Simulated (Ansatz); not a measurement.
**What Y2SOF2 (built on the sites of a database entry of YSF) distorts into**

Aim: this structure of Y2SOF2 (built on the sites of a database entry of YSF) is to be tested for unstable modes, and one is followed downhill.

Calculated with Ansatz 0.2.0; DFT PBEsol, scalar-relativistic, plane waves, PAW.

The structure was built from a prototype and need not be the compound's stable phase.

## (1) Set-up

Symmetry: P4mm, No. 99, tetragonal system. Conventional cell: a = 3.465 Å, b = 3.465 Å, c = 7.101 Å, α = 90.00°, β = 90.00°, γ = 90.00°. Y has 4 F at 2.27 Å and 4 S at 2.70 Å nearest. Nearest to Y lie 4 F at 2.46 Å and 4 O at 2.48 Å and 1 S at 2.74 Å. Nearest to O lie 4 Y at 2.48 Å. S has 5 Y at 2.70 to 2.74 Å nearest. Nearest to F lie 4 Y at 2.27 to 2.46 Å. Farther neighbours and most contacts between anions are not listed.

## (2) The dispersion

The cell comes from relaxations at this level that are not shown. The mesh has a single point along some directions, so zone-edge points there are not solved. Linear response on a 2×2×1 q mesh gives force constants as far as a supercell of that size would, and the tensors from the zone-centre run are typed in so that the long-range dipole term is interpolated apart.

input.yaml

```yaml
crystal:
  lattice:
    - [3.4651963628, 0.0, 0.0]
    - [0.0, 3.4651963628, 0.0]
    - [0.0, 0.0, 7.1008233715]
  atoms:
    - { symbol: "Y", position: [0.0, 0.5, 0.2022743338] }
    - { symbol: "Y", position: [0.5, 0.0, 0.7487887792] }
    - { symbol: O, position: [0.0, 0.5, 0.6950974598] }
    - { symbol: S, position: [0.5, 0.0, 0.3631213668] }
    - { symbol: F, position: [0.0, 0.0, -0.0046409698] }
    - { symbol: F, position: [0.5, 0.5, -0.0046409698] }
kpoints:
  mp_grid: { grid: [8, 8, 4] }
hamiltonian:
  xc: pbesol
scf:
  occupations: { method: fixed }
output:
  eigenvalues: true
phonons:
  method: dfpt
  qmesh: [2, 2, 1]
  temperatures: { t_max: 1000, t_step: 50 }
  qpath:
    path:
      - [[0.0, 0.0, 0.0], [0.0, 0.5, 0.0], [0.5, 0.5, 0.0], [0.0, 0.0, 0.0], [0.0, 0.0, 0.5], [0.0, 0.5, 0.5], [0.5, 0.5, 0.5], [0.0, 0.0, 0.5]]
      - [[0.0, 0.5, 0.0], [0.0, 0.5, 0.5]]
      - [[0.5, 0.5, 0.0], [0.5, 0.5, 0.5]]
    npoints: 10
  non_analytic_term:
    high_frequency_dielectric_tensor: [[5.421, 0.0, 0.0], [0.0, 5.421, 0.0], [0.0, 0.0, 4.3488]]
    born_effective_charges:
      - { species: "Y", tensor: [[3.8837, 0.0, 0.0], [0.0, 3.8837, 0.0], [0.0, 0.0, 3.3588]] }
      - { species: "Y", tensor: [[4.0958, 0.0, 0.0], [0.0, 4.0958, 0.0], [0.0, 0.0, 4.0153]] }
      - { species: O, tensor: [[-3.1732, 0.0, 0.0], [0.0, -3.1732, 0.0], [0.0, 0.0, -1.6871]] }
      - { species: S, tensor: [[-2.2778, 0.0, 0.0], [0.0, -2.2778, 0.0], [0.0, 0.0, -1.4452]] }
      - { species: F, tensor: [[-1.0701, 0.0, 0.0], [0.0, -1.4585, 0.0], [0.0, 0.0, -2.121]] }
      - { species: F, tensor: [[-1.4585, 0.0, 0.0], [0.0, -1.0701, 0.0], [0.0, 0.0, -2.121]] }
    source: "zone-centre run at this cell"
```

Started as:

```
> ansatz run input.yaml --threads 8 --pin off --max-ram 14336MiB --backend cpu --events-out ev --progress --plain --runs-dir out
```

Numbers of over 12 decimals in the logs are rounded to 6 here.

The log of the run:

```text
Warning: phonons: the dynamical matrix that this run interpolates holds no multipole term above the dipole-dipole one, and a site of this crystal is no centre of inversion, so its interpolated transverse optical and acoustic branches and sound speeds can stay off near Gamma, and the density of states and the thermodynamics with them. What a run solves at a wave vector of phonons.qpoints, Gamma apart, where the deck admits one, is free of this, and under fd what a larger phonons.supercell samples
Engine: ansatz 0.2.0, aarch64-unknown-linux-gnu
Pseudopotentials: kind: paw
Pseudopotential: Y, paw, valence charge 11, recommended cutoff 420 eV (normal), Y.paw.azcp
Pseudopotential: O, paw, valence charge 6, recommended cutoff 420 eV (normal), O.paw.azcp
Pseudopotential: S, paw, valence charge 6, recommended cutoff 420 eV (normal), S.paw.azcp
Pseudopotential: F, paw, valence charge 7, recommended cutoff 420 eV (normal), F.paw.azcp
Functional definition: PBEsol
  exchange = pbesol_x
  correlation = pbesol_c
Crystal: 6 atoms, lattice volume = 85.264 Å³
Basis set: ecut = 420 eV, 1643 PW (Γ), exchange–correlation on 48×48×96 points (8 copies of the dense FFT grid, shifted against one another)
Bands: 30, of which v1, the nominal top of the filled ones, is band 24 counted from 1 (23 counted from 0)
Symmetry: 8 space group operations
k-points: 45 of 256 (time reversal used)
Non-local potential: Y, projectors of the file, l = 0: 3, l = 1: 2, l = 2: 2, l = 3: 1
Non-local potential: O, projectors of the file, l = 0: 2, l = 1: 2, l = 2: 1
Non-local potential: S, projectors of the file, l = 0: 2, l = 1: 2, l = 2: 2
Non-local potential: F, projectors of the file, l = 0: 2, l = 1: 2, l = 2: 1
PAW form: soft (Blöchl's): semilocal exchange-correlation on the pseudo side does not see the compensation charge
PAW frozen core: Y, regenerated for the run's functional, and the local potential with it (the file was generated under x = pbe(κ = 0.804, μ = 0.219515), c = pbe(β = 0.066725))
PAW frozen core: O, regenerated for the run's functional, and the local potential with it (the file was generated under x = pbe(κ = 0.804, μ = 0.219515), c = pbe(β = 0.066725))
PAW frozen core: S, regenerated for the run's functional, and the local potential with it (the file was generated under x = pbe(κ = 0.804, μ = 0.219515), c = pbe(β = 0.066725))
PAW frozen core: F, regenerated for the run's functional, and the local potential with it (the file was generated under x = pbe(κ = 0.804, μ = 0.219515), c = pbe(β = 0.066725))
PAW one-centre angular grid: Y, 590 points (default); XC on 64 Gauss nodes
PAW one-centre angular grid: O, 110 points (default); XC on 64 Gauss nodes
PAW one-centre angular grid: S, 110 points (default); XC on 64 Gauss nodes
PAW one-centre angular grid: F, 110 points (default); XC on 64 Gauss nodes
Initial density: superposition of atomic densities (neutral atoms: chi_scale 0, normalization atom), corrected by the library's trained network
Initial wavefunctions: pseudopotential atomic-orbital guess
Functional: x = pbesol(κ = 0.804, μ = 0.123457), c = pbesol(β = 0.046)
SCF iter   1: F=—  HF=-10648.353211 eV  |F-HF|=—  |Δ(HF+E_count)|=         —  Δρ=1.57e-2  dr2=1.70e-1  ethr=1.77e-3  ⟨swp⟩=5.0  Hψ=5246  notcnv=0  defer=167
preconditioner: auto → none  [insulator: Δε(μ)=1.627 eV  Ē_g=15.981 eV  n_scr=16 (ndim 8)  ℏωp=26.7 eV  f_vac=0.000  ε∞_Penn≈3.8]
SCF iter   2: F=—  HF=-10648.344627 eV  |F-HF|=—  |Δ(HF+E_count)|=   8.58e-3  Δρ=1.32e-2  dr2=1.39e-1  ethr=3.54e-4  ⟨swp⟩=2.2  Hψ=2771  notcnv=0  defer=177
SCF iter   3: F=—  HF=-10648.314136 eV  |F-HF|=—  |Δ(HF+E_count)|=   3.05e-2  Δρ=2.12e-3  dr2=3.00e-3  ethr=2.89e-4  ⟨swp⟩=2.0  Hψ=2010  notcnv=0  defer=174
SCF iter   4: F=—  HF=-10648.314028 eV  |F-HF|=—  |Δ(HF+E_count)|=   1.08e-4  Δρ=9.18e-4  dr2=3.78e-4  ethr=6.24e-6  ⟨swp⟩=2.0  Hψ=2319  notcnv=0  defer=180
SCF iter   5: F=—  HF=-10648.314254 eV  |F-HF|=—  |Δ(HF+E_count)|=   2.26e-4  Δρ=3.42e-4  dr2=8.46e-5  ethr=7.87e-7  ⟨swp⟩=2.7  Hψ=2278  notcnv=0  defer=180
SCF iter   6: F=—  HF=-10648.314267 eV  |F-HF|=—  |Δ(HF+E_count)|=   1.39e-5  Δρ=1.11e-4  dr2=5.59e-6  ethr=1.76e-7  ⟨swp⟩=2.0  Hψ=1826  notcnv=0  defer=65
SCF iter   7: F=—  HF=-10648.314269 eV  |F-HF|=—  |Δ(HF+E_count)|=   1.67e-6  Δρ=3.17e-5  dr2=1.33e-6  ethr=1.16e-8  ⟨swp⟩=2.0  Hψ=2227  notcnv=0  defer=64
SCF iter   8: F=—  HF=-10648.314267 eV  |F-HF|=—  |Δ(HF+E_count)|=   1.76e-6  Δρ=1.07e-5  dr2=3.80e-8  ethr=2.77e-9  ⟨swp⟩=2.0  Hψ=1790  notcnv=0  defer=64
SCF iter   9: F=—  HF=-10648.314267 eV  |F-HF|=—  |Δ(HF+E_count)|=   2.26e-8  Δρ=3.22e-6  dr2=4.60e-9  ethr=7.91e-11  ⟨swp⟩=2.0  Hψ=1906  notcnv=0  defer=64
SCF iter  10: F=—  HF=-10648.314267 eV  |F-HF|=—  |Δ(HF+E_count)|=   1.82e-9  Δρ=3.74e-7  dr2=4.72e-11  ethr=9.59e-12  ⟨swp⟩=2.1  Hψ=1942  notcnv=0  defer=64
SCF iter  11: F=-10648.314267 eV  HF=-10648.314267 eV  |F-HF|=3.64e-12  |Δ(HF+E_count)|=  6.18e-11  Δρ=8.56e-8  dr2=5.15e-12  ethr=1.00e-12  ⟨swp⟩=12.3  Hψ=7345  notcnv=0
SCF 1 converged in 11 iterations: F = -10648.314267 eV  dr2 = 5.15e-12
  greatest PAW one-centre occupation: 0.993 electrons in one spin orbital (limit 2), on the Y atom at site 0 (counted from 0), in its partial waves of l = 0
NSCF: frozen V_eff on 45 k-points
NSCF: frozen V_eff on 75 k-points
DFPT response loops at q = (0, 0, 0) (fractional): preconditioner auto → Resta (q_TF=auto, 2.479 Å⁻¹)  ε∞=5.7 (no band partly filled); β = 1.00, the filter's whole step (`scf.mixing.beta` (0.50) is not read by the response loops at its default; to damp them type it under 1.00, their step now; it binds the ground state too); Broyden in place of MSR1
NSCF: frozen V_eff on 150 k-points
DFPT response loops at q = (0, -0.5, 0) (fractional): mixed as the last ones told, above
NSCF: frozen V_eff on 150 k-points
DFPT response loops at q = (-0.5, -0.5, 0) (fractional): mixed as the last ones told, above
SCF converged after 11 iterations
Free energy (F): -10648.314267 eV
Harris-Foulkes:  -10648.314267 eV  (|F-HF|=3.64e-12)
Internal energy: -10648.314267 eV  (E = F + TS)
E sigma→0 (E₀):  -10648.314267 eV
Fermi energy:    9.481547 eV
--- Per-component energies (eV) ---
  E_band       = -191.150720
  E_kinetic    = 1307.846387
  E_local      = -2894.514927  (includes V_loc(G=0)·N_el)
  E_nonlocal   = 326.216440
  E_hartree    = 1068.418688
  E_xc         = -674.633791
  E_vxc        = -786.667623  (∫ρ·V_xc dr)
  E_paw        = -6670.262122  (= ΣΔE_a)
  E_vpaw       = -280.874790  (= ΣTr[D̂ρ^β])
  E_aug_tail   = 0.006426  (compensation charges beyond the density's cutoff)
  E_ewald      = -3111.871037
  E_core_change = 0.479668  (= ΣΔE_core)
  E_smearing   = -0.000000  (= −TS)
  E_closure    = -0.000000  (closes the sum)
  Σ components = -10648.314267   (vs F -10648.314267, Δ=0.00e0)
--- Band table (eV; the first three rows and the last of 45) ---
  k-point 0: bands = [... 20 lower, 8.5995, 9.3202, 9.3202, 9.4815, 11.3253, 12.9058, 13.5081, 14.6822, ... 2 higher]
  k-point 1: bands = [... 20 lower, 8.6417, 9.2771, 9.2771, 9.2933, 11.4523, 12.7193, 13.5857, 14.6908, ... 2 higher]
  k-point 2: bands = [... 20 lower, 8.6905, 9.1083, 9.2277, 9.2277, 11.6268, 12.4880, 13.6571, 14.6998, ... 2 higher]
  k-point 44: bands = [... 20 lower, 7.8686, 8.3196, 8.3196, 9.0653, 14.4308, 14.4308, 14.6755, 15.2378, ... 2 higher]
--- Phonons (Γ-DFPT): 11 representative perturbations + reference (Σ response iterations 33) ---
  ASR residual: 6.554e-5 → 0.000e0 eV/Å²; symmetrization residual: 3.109e-6 eV/Å²
  ASR residual per site (eV/Å²): 2.76e-5 1.40e-5 3.95e-5 4.57e-5 6.55e-5 6.55e-5
  Γ frequencies (cm⁻¹): -124.43 -124.43 0.00 0.00 0.00 124.39 124.39 204.30 223.04 223.04 254.97 271.68 283.80 283.80 339.38 434.55 434.55 438.99
--- Phonons (arbitrary-q DFPT): 3 irreducible q on the 2×2×1 mesh ---
  q = [0.0000, 0.0000, 0.0000] (star 1, of the zone-centre solve; hermiticity 4.05e-7, symmetrization 1.98e-13): -124.43 -124.43 -0.00 -0.00 0.00 124.39 124.39 204.30 223.04 223.04 254.97 271.68 283.80 283.80 339.38 434.55 434.55 438.99
  q = [0.0000, -0.5000, 0.0000] (star 2, 18 solved perturbations on 75 of 256 k-point pairs; hermiticity 2.57e-7, symmetrization 2.36e-8): -63.43 107.47 147.22 154.66 185.12 222.06 240.39 245.77 250.61 260.22 297.52 305.46 313.72 327.19 365.13 390.95 419.94 429.81
  q = [-0.5000, -0.5000, 0.0000] (star 1, 11 solved perturbations in 705 linear systems a pass and spin channel, the states on 75 of 256 k-point pairs; hermiticity 5.08e-7, symmetrization 1.85e-8): -117.96 -117.96 63.44 112.41 122.79 204.32 204.32 238.23 238.23 248.05 296.22 301.42 320.72 320.72 348.36 348.36 423.73 494.25
  sum rule: each row above includes the acoustic sum rule's correction from the zone centre's row sums; it moved no ω² by more than (0.97 cm⁻¹)²
  mesh force constants: q→R imaginary residual 0.00e0; ASR residual 6.554e-5 → 0.000e0 eV/Å²; symmetrization residual 7.105e-15 eV/Å²
  interpolated dispersion: 94 rows × 18 modes
  density of states and harmonic sums: on the 18×18×9 q-mesh, interpolated from the force constants of a 2×2×1 supercell (with the dipole–dipole term of supplied tensors)
  largest difference from the sums on the solved wave vectors: F 1.90e-1 eV, S 2.80e-4 and C_V 8.96e-5 eV/K
  zero-point energy: 0.274436 eV/cell   skipped modes (ω ≤ 0): 348, of them read as no rigid motion or as one in doubt: 345 (1.205e0 modes/cell left out, lowest -124.43 cm⁻¹)   left out of the sums: 6.70e-2 of the cell's modes: C_V's classical limit lies that fraction below 3 k_B per atom; for a crystal, a wire or a layer, F and S can be off by more, and a phonons.interpolated_qmesh denser along its periods is the remedy for the sampling
```

Run time: 74 s. Hardware: 8 threads of Arm Neoverse V2, shared host; peak memory 0.92 GiB; 9.2 min of CPU time.

Reading the cycles: dr2 is the Hartree energy of the density residual (eV), the measure of convergence; HF is the Harris–Foulkes estimate of the energy, which meets the free energy F at convergence.

This step gave:

| Item | Value |
| --- | --- |
| gap on the k-mesh | 1.844 eV |
| volume per atom | 14.21 Å³ |
| sum-rule residual before enforcement | 6.55e-5 eV/Å² |
| point group | 4mm |
| highest optical mode at the zone centre (no LO-TO term) | 439.0 cm⁻¹ |
| lowest optical zone-centre mode | -124.4 cm⁻¹ |
| lowest mode on the q mesh (acoustic modes at Γ apart) | -124.4 cm⁻¹ |
| highest frequency at a solved wavevector (no LO-TO term at Γ) | 494.2 cm⁻¹ |

Frequencies (cm⁻¹) solved at each irreducible wavevector; negative means imaginary. Frequencies by wavevector, by row:

```csv
q in reciprocal lattice units,star,mode 1,mode 2,mode 3,mode 4,mode 16,mode 17,mode 18
0 0 0,1,-124.4,-124.4,0,0,434.6,434.6,439
0 -0.5 0,2,-63.4,107.5,147.2,154.7,390.9,419.9,429.8
-0.5 -0.5 0,1,-118,-118,63.4,112.4,348.4,423.7,494.2
```

Symmetry leaves 3 wavevectors to solve. The lowest mode among them, the acoustic zeros apart, lies at Γ and is imaginary, 124.4i cm⁻¹, so the energy falls along it.

## (3) The mode frozen in, largest atomic shift 0 Å

The mode followed lies at Γ with frequency 124.4i cm⁻¹ and is 2-fold degenerate, the softest among the wavevectors solved. At small amplitude the distorted cell has space group no. 1 by a symmetry search on the positions. The undistorted cell that holds it gives the zero of energy on the same k mesh.

input.yaml

```yaml
crystal:
  lattice:
    - [3.4651963628, 0.0, 0.0]
    - [0.0, 3.4651963628, 0.0]
    - [0.0, 0.0, 7.1008233715]
  atoms:
    - { symbol: "Y", position: [0.0, 0.5, 0.2022743338] }
    - { symbol: "Y", position: [0.5, 0.0, 0.7487887792] }
    - { symbol: O, position: [0.0, 0.5, 0.6950974598] }
    - { symbol: S, position: [0.5, 0.0, 0.3631213668] }
    - { symbol: F, position: [0.0, 0.0, 0.9953590302] }
    - { symbol: F, position: [0.5, 0.5, 0.9953590302] }
kpoints:
  mp_grid: { grid: [8, 8, 4] }
hamiltonian:
  xc: pbesol
scf:
  occupations: { method: gaussian, width: 0.02 }
output:
  forces: true
  stress: true
  eigenvalues: true
```

The log of the run:

```text
[...]
Crystal: 6 atoms, lattice volume = 85.264 Å³
Basis set: ecut = 420 eV, 1643 PW (Γ), exchange–correlation on 48×48×96 points (8 copies of the dense FFT grid, shifted against one another)
Bands: 30, of which v1, the nominal top of the filled ones, is band 24 counted from 1 (23 counted from 0)
Symmetry: 8 space group operations
[...]
k-points: 45 of 256 (time reversal used)
[...]
k-point 0: bands = [... 20 lower, 8.5994, 9.3201, 9.3201, 9.4815, 11.3253, 12.9058, 13.5081, 14.6821, ... 1 higher]
  k-point 1: bands = [... 20 lower, 8.6417, 9.2771, 9.2771, 9.2933, 11.4523, 12.7193, 13.5857, 14.6908, ... 1 higher]
  k-point 2: bands = [... 20 lower, 8.6905, 9.1082, 9.2276, 9.2276, 11.6268, 12.4880, 13.6571, 14.6997, ... 1 higher]
  k-point 44: bands = [... 20 lower, 7.8686, 8.3196, 8.3196, 9.0653, 14.4308, 14.4308, 14.6755, 15.2378, ... 1 higher]
[key lines of the parts left out:]
SCF converged after 7 iterations
Free energy (F): -10648.314267 eV
Fermi energy:    10.403423 eV
P = ⅓ Tr σ = 0.0006 GPa (0.006 kbar)
```

Wall time 1.2 s (8 threads); peak memory 0.44 GiB; 8 s of CPU time.

This step gave:

```yaml
pressure: 5.66e-4 GPa
energy_from_the_undistorted_cell: 0 meV/atom
```

At this level the gap is 1.84 eV on the k-mesh of the self-consistent run, which can miss the band edges.

## (4) The mode frozen in, largest atomic shift 0.14 Å

The atoms are moved along the unstable eigenvector, the largest shift by 0.14 Å, with the cell fixed.

input.yaml, the sections that differ from step 3:

```yaml
crystal:
  lattice:
    - [3.4651963628, 0.0, 0.0]
    - [0.0, 3.4651963628, 0.0]
    - [0.0, 0.0, 7.1008233715]
  atoms:
    - { symbol: "Y", position: [-0.002498066, 0.5028689619, 0.2022743338] }
    - { symbol: "Y", position: [0.5097491687, -0.0111966592, 0.7487887792] }
    - { symbol: O, position: [-0.0265308204, 0.5304699366, 0.6950974598] }
    - { symbol: S, position: [0.4961875747, 0.0043784684, 0.3631213668] }
    - { symbol: F, position: [-0.0010783446, 0.0046840843, 0.9953590302] }
    - { symbol: F, position: [0.4959214684, 0.5012384499, 0.9953590302] }
# kpoints, hamiltonian, scf, output: as in step 3
```

The log of the run:

```text
[...]
Crystal: 6 atoms, lattice volume = 85.264 Å³
Basis set: ecut = 420 eV, 1643 PW (Γ), exchange–correlation on 48×48×96 points (8 copies of the dense FFT grid, shifted against one another)
Bands: 30, of which v1, the nominal top of the filled ones, is band 24 counted from 1 (23 counted from 0)
Symmetry: 1 space group operations
[...]
k-points: 132 of 256 (time reversal used)
[...]
k-point 0: bands = [... 20 lower, 8.5285, 9.2466, 9.2638, 9.4451, 11.4499, 13.0639, 13.5303, 14.6832, ... 1 higher]
  k-point 1: bands = [... 20 lower, 8.5668, 9.1785, 9.2110, 9.3019, 11.5576, 12.8925, 13.6042, 14.6904, ... 1 higher]
  k-point 2: bands = [... 20 lower, 8.6086, 9.0274, 9.1697, 9.2244, 11.6981, 12.6909, 13.6719, 14.6969, ... 1 higher]
  k-point 131: bands = [... 20 lower, 7.8690, 8.2853, 8.3175, 8.9965, 14.4065, 14.4536, 14.7545, 15.2703, ... 1 higher]
[key lines of the parts left out:]
SCF converged after 7 iterations
Free energy (F): -10648.325631 eV
Fermi energy:    10.447501 eV
P = ⅓ Tr σ = 0.6492 GPa (6.492 kbar)
```

Elapsed: 3 s, on 8 threads; peak memory 0.59 GiB; 22 s of CPU time.

Numbers from this step:

| Quantity | Value |
| --- | --- |
| pressure | 0.6492 GPa |
| gap on the k-mesh | 2.005 eV |
| energy from the undistorted cell | -1.894 meV/atom |

The energy, extrapolated to zero smearing, is -1.89 meV/atom against the undistorted cell.

The run ends at a pressure of 0.65 GPa, with forces up to 0.15 eV/Å.

## (5) Energy along the mode, all amplitudes (two of the runs are shown above)

An imaginary frequency means negative curvature, so the energy should fall and then rise again as anharmonic terms take over.

This step gave:

* depth at the lowest point sampled: 1.894 meV/atom
* largest atomic shift at that point: 0.14 Å

Energy from the parent against largest atomic shift:

```csv
largest atomic shift (Å),energy from the parent (meV/atom)
0.000,0
0.040,-0.221
0.080,-0.814
0.140,-1.89
0.220,-1.44
0.320,10.3
```

Displacement at unit largest shift by atom:

```csv
atom,x (Å),y (Å),z (Å),size
Y1,-0.06,0.07,0.00,0.09
Y2,0.24,-0.28,0.00,0.37
O3,-0.66,0.75,0.00,1.00
S4,-0.09,0.11,0.00,0.14
F5,-0.03,0.12,0.00,0.12
F6,-0.10,0.03,0.00,0.11
```

The lowest of the steps tried is at 0.14 Å, 1.89 meV/atom below the parent; the bottom of the well need not coincide with a step.

[end of part 1 of 3]

[Logs are printed without paths, hosts, clocks, repeated set-up lines and the standing remarks that a program may print on its own settings, such as how far it seeks lower states.]

[Hosts, paths, dates, database ids (printed as entryN), source tags and the programs' standing remarks are cut or masked in the printed files.]
